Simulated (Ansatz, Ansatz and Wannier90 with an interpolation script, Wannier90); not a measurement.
Rows from a G0W0 calculation on PtSe2 (1T monolayer) (Ansatz 0.2.0; G0W0 on PBEsol, plane waves, PAW; 12×12×1 mesh, 547 empty bands, screening to 80 eV), in eV. Spin-orbit coupling is left out.

```csv
row,k,band,start,Σx,Σc at the solution,Vxc
A,"(0.000, 0.083, 0.000)",c2,-2.772,-16.810,-3.094,-20.487
B,"(0.000, 0.250, 0.000)",c2,-3.085,-16.151,-3.163,-19.905
C,"(0.000, 0.250, 0.000)",c1,-4.317,-15.989,-2.452,-18.986
D,"(0.000, 0.250, 0.000)",v1,-5.943,-18.250,1.648,-16.222
E,"(0.000, 0.083, 0.000)",v1,-5.741,-18.271,1.265,-16.687
F,"(0.000, 0.083, 0.000)",c1,-3.182,-16.403,-2.816,-19.790
```

Give the quasiparticle energies and the shift of each level.

The quasiparticle equation reads E = start + Σx + Σc(E) − Vxc.

```csv
row,E (eV),shift (eV)
A,-2.189,+0.583
B,-2.494,+0.591
C,-3.771,+0.545
D,-6.323,−0.380
E,-6.060,−0.319
F,-2.612,+0.570
```

The gap over the computed points goes from 1.42 eV to 2.29 eV.

Limits: not at the basis limit; no spin polarisation; d states lean on the start; no spin-orbit coupling.

[Paths, hosts, dates, memory and timing lines, banners, echoed tables and standing remarks are left out of the program output.]

[Logs are printed without paths, hosts, clocks, repeated set-up lines and the standing remarks that a program may print on its own settings, such as how far it seeks lower states.]

[Runs of the session that timed out or met a known fault of the program may be left out.]

[Hosts, paths, dates, database ids (printed as entryN), source tags and the programs' standing remarks are cut or masked in the printed files.]
